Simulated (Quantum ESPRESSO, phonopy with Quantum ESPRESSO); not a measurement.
# BP (F-43m): phonons against volume, part 6 of 8

Wanted: mode Grüneisen parameters of BP and a free-energy fit over volumes.

What experiment has found for this phase:
- volume expansion coefficient 9.6 1e-6/K near room temperature (given in “Thermal expansion coefficients of high thermal conducting BAs and BP materials (three times its linear coefficient)”, 2019, arxiv:1906.04101)

Quantum ESPRESSO 7.5; DFT LDA, scalar-relativistic, plane waves, GBRV ultrasoft pseudopotentials.

So far. Step 5 (Born charges and dielectric tensor): The Born charges sum to zero within 0.016 e; the rest is removed before use. Acoustic frequencies in this log differ from zero by the error of the sum rule, which ph.x does not impose. Step 6 (Forces on a displaced cell): At this level the gap is 1.16 eV on the k-mesh of the self-consistent run, which can miss the band edges.

## Step 8: Lattice dynamics at this volume, V/V0 1

This step: DFT LDA, scalar-relativistic, plane waves, GBRV ultrasoft pseudopotentials (phonopy with Quantum ESPRESSO 4.10.0 / 7.5).

Wall time 2 min (4 threads of Arm Neoverse V2, shared host).

Numbers from this step:

- point group: -43m
- highest frequency: 829.9 cm⁻¹
- Debye temperature from the second moment: 1117 K
- lowest frequency on the path: 0 cm⁻¹
- zero-point energy: 0.2052 eV/cell
- Γ frequencies: 0, 0, 0, 820.9, 820.9, 820.9 cm⁻¹ (negative: imaginary)

Phonopy, LO-TO term from ph.x's tensors. The phonon branches at the labelled points (cm⁻¹):

```tsv
point	branch 1	branch 2	branch 3	branch 4	branch 5	branch 6
Γ	0	0	0	821	821	828
halfway	202	202	358	784	784	828
X	310	310	536	729	729	803
halfway	305	341	525	729	733	799
U	288	396	496	730	745	791
jump to K	288	396	496	730	745	791
halfway	174	249	369	791	797	806
Γ	0	0	0	821	821	828
halfway	152	152	337	803	803	814
L	222	222	517	774	782	782
halfway	262	339	498	747	767	786
W	344	384	484	735	742	782
halfway	327	342	515	732	734	794
X	310	310	536	729	729	803
```

The phonon branches as a text plot (rows in cm⁻¹):

```
    813 |****************       ***************               ***
    778 |     ****       ********            *****************
    743 |         ************                       ************
    709 |
    674 |
    640 |
    605 |
    571 |
    536 |          ******                                     ***
    501 |         *      **                     ********   ***
    467 |                  ***                 *        ***
    432 |       **            **
    398 |                ***                 **         ***
    363 |     **        *   **  *                      *   **
    329 |             **      **            *         *  ********
    294 |    *    *********      **                  * **
    259 |       **         *    *          *        ***
    225 |                   ****                *****
    190 |  ** **                *****    **  ***
    156 |    *                              *
    121 |  **                    *****     *
     86 | *                        **   ***
     52 | *                          *  *
     17 |*                            **
         Γ           X  U|K            Γ         L        W     X
```

Harmonic. Thermo, by row:

```tsv
T (K)	F_vib (meV/atom)	S (J/mol-atom/K)	C_V (J/mol-atom/K)
0	102.6	0	0
50	102.6	0.184	0.595
100	102.2	1.375	3.378
150	101	3.342	6.519
200	98.68	5.631	9.503
250	95.14	8.048	12.2
300	90.34	10.48	14.47
350	84.29	12.86	16.32
400	77.04	15.13	17.78
450	68.63	17.3	18.95
500	59.13	19.34	19.87
550	48.6	21.27	20.61
600	37.1	23.09	21.2
650	24.68	24.81	21.69
700	11.4	26.43	22.09
750	-2.7	27.97	22.43
800	-17.57	29.42	22.7
850	-33.18	30.81	22.94
900	-49.49	32.12	23.14
950	-66.46	33.38	23.32
1000	-84.08	34.58	23.47
```

Phonopy on the run's constants, 21x21x21 mesh, Gaussian sigma 6.2 cm⁻¹. Table of modes by wavenumber; read off at these points; values in 1/cm⁻¹/cell:

```tsv
wavenumber (cm⁻¹)	B	P
0.0	8.2e-6	1.8e-5
25.0	1.7e-5	5.8e-5
50.0	4.9e-5	1.5e-4
75.0	1.4e-4	4.1e-4
100.0	2.9e-4	8.5e-4
125.0	5.2e-4	0.00156
150.0	7.2e-4	0.00221
175.0	0.00101	0.00316
200.0	0.00139	0.00446
225.0	0.00250	0.00836
250.0	0.00260	0.00915
275.0	0.00246	0.00918
300.0	0.00221	0.00898
303.6	0.00231	0.00946
325.0	0.00150	0.00661
350.0	0.00120	0.00542
375.0	0.00122	0.00588
400.0	7.4e-4	0.00394
425.0	3.8e-4	0.00242
450.0	4.6e-4	0.00393
475.0	5.1e-4	0.00996
485.2	4.9e-4	0.0152
500.0	2.5e-4	0.0106
525.0	2.5e-5	0.00176
550.0	0	8.7e-6
575.0	0	0
600.0	0	0
625.0	0	0
650.0	0	0
675.0	0	0
700.0	0	0
725.0	0.00649	1.0e-3
750.0	0.0231	0.00384
775.0	0.0274	0.00637
787.8	0.0432	0.0092
800.0	0.0299	0.00603
825.0	0.00772	0.00203
850.0	6.9e-6	0
```

No LO-TO term. The modes at Γ (shares of kinetic energy by element, %):

```tsv
mode	frequency (cm⁻¹)	symmetry	B %	P %
1	0.0	T2	26	74
2	0.0	T2	26	74
3	0.0	T2	26	74
4	820.9	T2	74	26
5	820.9	T2	74	26
6	820.9	T2	74	26
```

Displacements in mode 6 (820.9 cm⁻¹), the largest set to 1:
```
B1   0.00  0.41  1.00
P2   0.00 -0.14 -0.35
```

No mode is imaginary beyond numerical noise along the path.

The time given is that of the 2 pw.x runs on displaced cells behind this step.

## Step 9: Ground state at this cell, V/V0 1.015

A tight ground state at this cell gives the energy of this member; its pressure is the stress at this cutoff, which can carry an offset from the finite basis.

This step: DFT LDA, scalar-relativistic, plane waves, GBRV ultrasoft pseudopotentials (Quantum ESPRESSO 7.5).

System of this step: BP. The structure is cubic, space group F-43m (No. 216). Conventional cell: a = 4.516 Å, b = 4.516 Å, c = 4.516 Å, α = 90.00°, β = 90.00°, γ = 90.00°. Nearest to B lie 4 P at 1.96 Å. Nearest to P lie 4 B at 1.96 Å. Farther neighbours are not listed.

scf.in

```
 &control
    calculation='scf',
    prefix='x',
    outdir='./tmp',
    pseudo_dir='./pseudo',
    tprnfor=.true.,
    tstress=.true.,
 /
 &system
    ibrav=0,
    nat=2,
    ntyp=2,
    ecutwfc=40.0,
    ecutrho=240.0,
    occupations='fixed',
    nbnd=6,
 /
 &electrons
    conv_thr=1.0d-12,
    mixing_beta=0.7,
    electron_maxstep=100,
 /
ATOMIC_SPECIES
 B      10.8100  B.upf
 P      30.9738  P.upf
CELL_PARAMETERS angstrom
     0.000000000    2.257807029    2.257807029
     2.257807029    0.000000000    2.257807029
     2.257807029    2.257807029    0.000000000
ATOMIC_POSITIONS crystal
 B      0.000000000   0.000000000   0.000000000
 P      0.250000000   0.250000000   0.250000000
K_POINTS automatic
 10 10 10 0 0 0
```

Launch:

```console
OMP_NUM_THREADS=1 mpirun -n 4 pw.x -nk 4 -in scf.in > scf.out
```

The program printed:

```text
[banner, memory and clock lines left out]
Program PWSCF v.7.5

     Message from routine setup:
     using ibrav=0 with symmetry is DISCOURAGED, use correct ibrav instead

     G-vector sticks info

     bravais-lattice index     =            0
     lattice parameter (alat)  =       6.0339  a.u.
     unit-cell volume          =     155.3413 (a.u.)^3
     number of atoms/cell      =            2
     number of atomic types    =            2
     number of electrons       =         8.00
[...]
atom    2 type  2   force =     0.00000000    0.00000000    0.00000000

     Total force =     0.000000     Total SCF correction =     0.000000

     Computing stress (Cartesian axis) and pressure

          total   stress  (Ry/bohr**3)                   (kbar)     P=      -25.46
[...]
-0.00000000  -0.00017306   0.00000000           -0.00      -25.46        0.00
  -0.00000000   0.00000000  -0.00017306           -0.00        0.00      -25.46

     XML data file, charge density, pseudopotentials, collected wavefunctions
[key lines of the parts left out:]
!    total energy              =     -22.01020152 Ry
convergence has been achieved in  15 iterations
```

Run time: 2 s. Hardware: 4 MPI ranks; 7.9 s of CPU time.

At this level the gap is 1.17 eV on the k-mesh of the self-consistent run, which can miss the band edges.

## Step 10: Born charges and dielectric tensor

In a polar crystal the Born charges and ε∞ give the long-range dipole term that a finite supercell misses. They are those of this k-mesh and were not tested on a denser one; where the gap is small they converge slowly, and the LO modes with them.

ph.in

```
phonons
 &inputph
    prefix='x',
    outdir='./tmp',
    fildyn='x.dyn',
    tr2_ph=1.0d-18,
    epsil=.true.,
 /
0.000000000 0.000000000 0.000000000
```

scf.in is that of step 9.

Launch:

```console
OMP_NUM_THREADS=1 mpirun -n 4 ph.x -nk 4 -in ph.in > ph.out
```

The program printed:

```text
[banner, memory and clock lines left out]
Program PHONON v.7.5

     ./tmp/x.save/

     IMPORTANT: XC functional enforced from input :
     Exchange-correlation= PZ
                           (   1   1   0   0   0   0   0)
     Any further DFT definition will be discarded
     Please, verify this is what you really want

     G-vector sticks info

     Reading collected, re-writing distributed wavefunctions in ./tmp/

     Number and degeneracy of irreps per q-point
       N         xq(1)         xq(2)         xq(3)   N irreps
[...]
freq (    1) =      -0.221938 [THz] =      -7.403071 [cm-1]
     freq (    2) =      -0.221938 [THz] =      -7.403071 [cm-1]
     freq (    3) =      -0.221938 [THz] =      -7.403071 [cm-1]
     freq (    4) =      24.228727 [THz] =     808.183338 [cm-1]
     freq (    5) =      24.228727 [THz] =     808.183338 [cm-1]
     freq (    6) =      24.228727 [THz] =     808.183338 [cm-1]
 **************************************************************************

     Mode symmetry, T_d (-43m)  point group:

     freq (   1-   3) =         -7.4  [cm-1]   --> T_2  G_15 P_4   I+R
     freq (   4-   6) =        808.2  [cm-1]   --> T_2  G_15 P_4   I+R
```

It took 14 s on 4 MPI ranks.

ε∞:

```
9.28 0.00 0.00
0.00 9.28 0.00
0.00 0.00 9.28
```

The Born charges sum to zero within 0.015 e; the rest is removed before use. Acoustic frequencies in this log differ from zero by the error of the sum rule, which ph.x does not impose.

## Step 11: Forces on a displaced cell

One atom (for the harmonic constants) or a pair of atoms (for the cubic ones) is moved by a few hundredths of an ångström; the forces on all atoms give a column of force constants. The threshold is tight because the forces are small.

System of this step: BP. It takes space group Cm (No. 8, monoclinic). Conventional cell: a = 11.061 Å, b = 6.386 Å, c = 6.386 Å, α = 90.00°, β = 125.26°, γ = 90.00°. Nearest to B lie 4 P at 1.94 to 1.97 Å. B has 4 P at 1.96 Å nearest. Nearest to B lie 4 P at 1.96 Å. B has 4 P at 1.96 Å nearest. Farther neighbours are not listed.

disp-00001.in

```
 &control
    calculation='scf',
    prefix='x',
    outdir='./tmp',
    pseudo_dir='./pseudo',
    tprnfor=.true.,
    disk_io='none',
 /
 &system
    ibrav=0,
    nat=16,
    ntyp=2,
    ecutwfc=40.0,
    ecutrho=240.0,
    occupations='fixed',
    nbnd=34,
 /
 &electrons
    conv_thr=1.0d-11,
    mixing_beta=0.7,
    electron_maxstep=100,
 /
ATOMIC_SPECIES
 B      10.8100  B.upf
 P      30.9738  P.upf
CELL_PARAMETERS angstrom
     0.000000000    4.515614057    4.515614057
     4.515614057    0.000000000    4.515614057
     4.515614057    4.515614057    0.000000000
ATOMIC_POSITIONS crystal
 B      0.003131830   0.000000000   0.000000000
 B      0.500000000   0.000000000   0.000000000
 B      0.000000000   0.500000000   0.000000000
 B      0.500000000   0.500000000   0.000000000
 B      0.000000000   0.000000000   0.500000000
 B      0.500000000   0.000000000   0.500000000
 B      0.000000000   0.500000000   0.500000000
 B      0.500000000   0.500000000   0.500000000
 P      0.125000000   0.125000000   0.125000000
 P      0.625000000   0.125000000   0.125000000
 P      0.125000000   0.625000000   0.125000000
 P      0.625000000   0.625000000   0.125000000
 P      0.125000000   0.125000000   0.625000000
 P      0.625000000   0.125000000   0.625000000
 P      0.125000000   0.625000000   0.625000000
 P      0.625000000   0.625000000   0.625000000
K_POINTS automatic
 4 4 4 0 0 0
```

Launch:

```console
OMP_NUM_THREADS=1 mpirun -n 2 pw.x -nk 2 -in disp-00001.in > disp-00001.out
```

The program printed:

```text
[banner, memory and clock lines left out]
Program PWSCF v.7.5

     Message from routine setup:
     using ibrav=0 with symmetry is DISCOURAGED, use correct ibrav instead

     G-vector sticks info

     bravais-lattice index     =            0
     lattice parameter (alat)  =      12.0679  a.u.
     unit-cell volume          =    1242.7308 (a.u.)^3
     number of atoms/cell      =           16
     number of atomic types    =            2
     number of electrons       =        64.00
[...]
atom    1 type  1   force =    -0.00041185   -0.01092007   -0.01092007
     atom    2 type  1   force =     0.00000267    0.00079690    0.00079690
     atom    3 type  1   force =     0.00040841   -0.00066958    0.00038772
[...]
atom   15 type  2   force =    -0.00018657   -0.00003849   -0.00003849
     atom   16 type  2   force =     0.00018517   -0.00003715   -0.00003715

     Total force =     0.018328     Total SCF correction =     0.000001
     Message from routine punch:
     Nothing written, as per user request (disk_io='none')
[key lines of the parts left out:]
!    total energy              =    -176.08017598 Ry
convergence has been achieved in  15 iterations
```

Elapsed: 95 s, on 2 MPI ranks.

## Step 12: Phonons, V/V0 1.015

This step: DFT LDA, scalar-relativistic, plane waves, GBRV ultrasoft pseudopotentials (phonopy with Quantum ESPRESSO 4.10.0 / 7.5).

Wall time 97 s (4 threads).

No mode is imaginary beyond numerical noise along the path. The highest zone-centre mode (no LO–TO term) moved by -1.5 % for a volume change of +1.5 %.

The time given is that of the 2 pw.x runs on displaced cells behind this step.

## Step 13: Ground state at this cell, V/V0 0.985

A tight ground state at this cell gives the energy of this member; its pressure is the stress at this cutoff, which can carry an offset from the finite basis.

This step: DFT LDA, scalar-relativistic, plane waves, GBRV ultrasoft pseudopotentials (Quantum ESPRESSO 7.5).

System of this step: BP. Symmetry: F-43m, No. 216, cubic system. The conventional cell has a = 4.471 Å, b = 4.471 Å, c = 4.471 Å, α = 90.00°, β = 90.00°, γ = 90.00°. B has 4 P at 1.94 Å nearest. Nearest to P lie 4 B at 1.94 Å. Farther neighbours are not listed.

scf.in: that of step 10 with these lines changed.

```diff
@@ -26,5 +26,5 @@
 CELL_PARAMETERS angstrom
-     0.000000000    2.257807029    2.257807029
-     2.257807029    0.000000000    2.257807029
-     2.257807029    2.257807029    0.000000000
+     0.000000000    2.235339797    2.235339797
+     2.235339797    0.000000000    2.235339797
+     2.235339797    2.235339797    0.000000000
 ATOMIC_POSITIONS crystal
```

Launch:

```console
OMP_NUM_THREADS=1 mpirun -n 4 pw.x -nk 4 -in scf.in > scf.out
```

The program printed:

```text
[banner, memory and clock lines left out]
Program PWSCF v.7.5

     Message from routine setup:
     using ibrav=0 with symmetry is DISCOURAGED, use correct ibrav instead

     G-vector sticks info

     bravais-lattice index     =            0
     lattice parameter (alat)  =       5.9739  a.u.
     unit-cell volume          =     150.7500 (a.u.)^3
     number of atoms/cell      =            2
     number of atomic types    =            2
     number of electrons       =         8.00
[...]
atom    2 type  2   force =    -0.00000000   -0.00000000    0.00000000

     Total force =     0.000000     Total SCF correction =     0.000000

     Computing stress (Cartesian axis) and pressure

          total   stress  (Ry/bohr**3)                   (kbar)     P=       27.13
[...]
0.00000000   0.00018442  -0.00000000            0.00       27.13       -0.00
  -0.00000000  -0.00000000   0.00018442           -0.00       -0.00       27.13

     XML data file, charge density, pseudopotentials, collected wavefunctions
[key lines of the parts left out:]
!    total energy              =     -22.01018311 Ry
convergence has been achieved in  15 iterations
```

Run time: 2 s. Hardware: 4 MPI ranks.

The run ends at a pressure of 2.71 GPa.

## Step 14: Zone-centre response

In a polar crystal the Born charges and ε∞ give the long-range dipole term that a finite supercell misses. They are those of this k-mesh and were not tested on a denser one; where the gap is small they converge slowly, and the LO modes with them.

ph.in is that of step 10.

scf.in is that of step 13.

Launch:

```console
OMP_NUM_THREADS=1 mpirun -n 4 ph.x -nk 4 -in ph.in > ph.out
```

The program printed:

```text
[banner, memory and clock lines left out]
Program PHONON v.7.5

     ./tmp/x.save/

     IMPORTANT: XC functional enforced from input :
     Exchange-correlation= PZ
                           (   1   1   0   0   0   0   0)
     Any further DFT definition will be discarded
     Please, verify this is what you really want

     G-vector sticks info

     Reading collected, re-writing distributed wavefunctions in ./tmp/

     Number and degeneracy of irreps per q-point
       N         xq(1)         xq(2)         xq(3)   N irreps
[...]
freq (    1) =       0.039149 [THz] =       1.305859 [cm-1]
     freq (    2) =       0.039149 [THz] =       1.305859 [cm-1]
     freq (    3) =       0.039149 [THz] =       1.305859 [cm-1]
     freq (    4) =      24.974399 [THz] =     833.056289 [cm-1]
     freq (    5) =      24.974399 [THz] =     833.056289 [cm-1]
     freq (    6) =      24.974399 [THz] =     833.056289 [cm-1]
 **************************************************************************

     Mode symmetry, T_d (-43m)  point group:

     freq (   1-   3) =          1.3  [cm-1]   --> T_2  G_15 P_4   I+R
     freq (   4-   6) =        833.1  [cm-1]   --> T_2  G_15 P_4   I+R
```

Elapsed: 14 s, on 4 MPI ranks; 57 s of CPU time.

The Born charges sum to zero within 0.016 e; the rest is removed before use. Acoustic frequencies in this log differ from zero by the error of the sum rule, which ph.x does not impose.

## Step 15: A displaced supercell

One atom (for the harmonic constants) or a pair of atoms (for the cubic ones) is moved by a few hundredths of an ångström; the forces on all atoms give a column of force constants. The threshold is tight because the forces are small.

System of this step: BP. The structure is monoclinic, space group Cm (No. 8). Conventional cell: a = 10.951 Å, b = 6.322 Å, c = 6.322 Å, α = 90.00°, β = 125.26°, γ = 90.00°. B has 4 P at 1.92 to 1.95 Å nearest. Nearest to B lie 4 P at 1.94 Å. B has 4 P at 1.94 Å nearest. B has 4 P at 1.94 Å nearest. Farther neighbours are not listed.

disp-00001.in: that of step 11 with these lines changed.

```diff
@@ -26,7 +26,7 @@
 CELL_PARAMETERS angstrom
-     0.000000000    4.515614057    4.515614057
-     4.515614057    0.000000000    4.515614057
-     4.515614057    4.515614057    0.000000000
+     0.000000000    4.470679593    4.470679593
+     4.470679593    0.000000000    4.470679593
+     4.470679593    4.470679593    0.000000000
 ATOMIC_POSITIONS crystal
- B      0.003131830   0.000000000   0.000000000
+ B      0.003163308   0.000000000   0.000000000
  B      0.500000000   0.000000000   0.000000000
```

Launch:

```console
OMP_NUM_THREADS=1 mpirun -n 2 pw.x -nk 2 -in disp-00001.in > disp-00001.out
```

The program printed:

```text
[banner, memory and clock lines left out]
Program PWSCF v.7.5

     Message from routine setup:
     using ibrav=0 with symmetry is DISCOURAGED, use correct ibrav instead

     G-vector sticks info

     bravais-lattice index     =            0
     lattice parameter (alat)  =      11.9478  a.u.
     unit-cell volume          =    1205.9998 (a.u.)^3
     number of atoms/cell      =           16
     number of atomic types    =            2
     number of electrons       =        64.00
[...]
atom    1 type  1   force =    -0.00044926   -0.01167906   -0.01167906
     atom    2 type  1   force =     0.00000249    0.00085395    0.00085395
     atom    3 type  1   force =     0.00043836   -0.00067707    0.00041479
[...]
atom   15 type  2   force =    -0.00019088   -0.00004055   -0.00004055
     atom   16 type  2   force =     0.00018971   -0.00003922   -0.00003922

     Total force =     0.019689     Total SCF correction =     0.000001
     Message from routine punch:
     Nothing written, as per user request (disk_io='none')
[key lines of the parts left out:]
!    total energy              =    -176.07997162 Ry
convergence has been achieved in  15 iterations
```

It took 1.7 min on 2 MPI ranks.

## Step 16: Lattice dynamics at this volume, V/V0 0.985

This step: DFT LDA, scalar-relativistic, plane waves, GBRV ultrasoft pseudopotentials (phonopy with Quantum ESPRESSO 4.10.0 / 7.5).

The job ended after 1.8 min (4 threads).

Phonopy, LO-TO term from ph.x's tensors. The phonon branches at the labelled points (cm⁻¹):

```tsv
point	branch 1	branch 2	branch 3	branch 4	branch 5	branch 6
Γ	0	0	0	834	834	842
halfway	203	203	363	798	798	841
X	310	310	544	745	745	816
halfway	304	341	532	745	749	812
U	286	397	503	744	760	805
jump to K	286	397	503	744	760	805
halfway	173	251	374	804	810	819
Γ	0	0	0	834	834	842
halfway	151	151	342	816	816	828
L	221	221	525	788	796	796
halfway	262	340	505	761	782	801
W	344	384	491	751	755	798
halfway	327	342	522	748	749	808
X	310	310	544	745	745	816
```

The phonon branches as a text plot (rows in cm⁻¹):

```
    826 |****************       ***************               ***
    791 |     ****       ********              ***************
    756 |         ************                       ************
    720 |
    685 |
    650 |
    615 |
    580 |
    545 |          *****                                      ***
    510 |               ***                     ********   ***
    474 |         *        ***                 *        ***
    439 |       **            **
    404 |                 **                 **         **
    369 |     **        **  **  *                      *  ***
    334 |             **      **            *         *  *******
    299 |          ********      **                  * **      **
    264 |    *    *        *    *          *        * *
    228 |       **          **                  ******
    193 |  ** **              ** ****    **  ***
    158 |    *                  *           *
    123 |  **                    *****     *
     88 | *                        **   ***
     53 | *                          *  *
     18 |*                            **
         Γ           X  U|K            Γ         L        W     X
```

No mode is imaginary beyond numerical noise along the path. The highest zone-centre mode (no LO–TO term) moved by +1.5 % for a volume change of -1.5 %.

The time given is that of the 2 pw.x runs on displaced cells behind this step.

(Part 6 of 8 ends here.)

[Logs are printed without paths, hosts, clocks, repeated set-up lines and the standing remarks that a program may print on its own settings, such as how far it seeks lower states.]

[Hosts, paths, dates, database ids (printed as entryN), source tags and the programs' standing remarks are cut or masked in the printed files.]

[A step with changed settings may run another functional than the one named; its input shows which.]

[Of the runs on displaced cells, only some may be shown.]
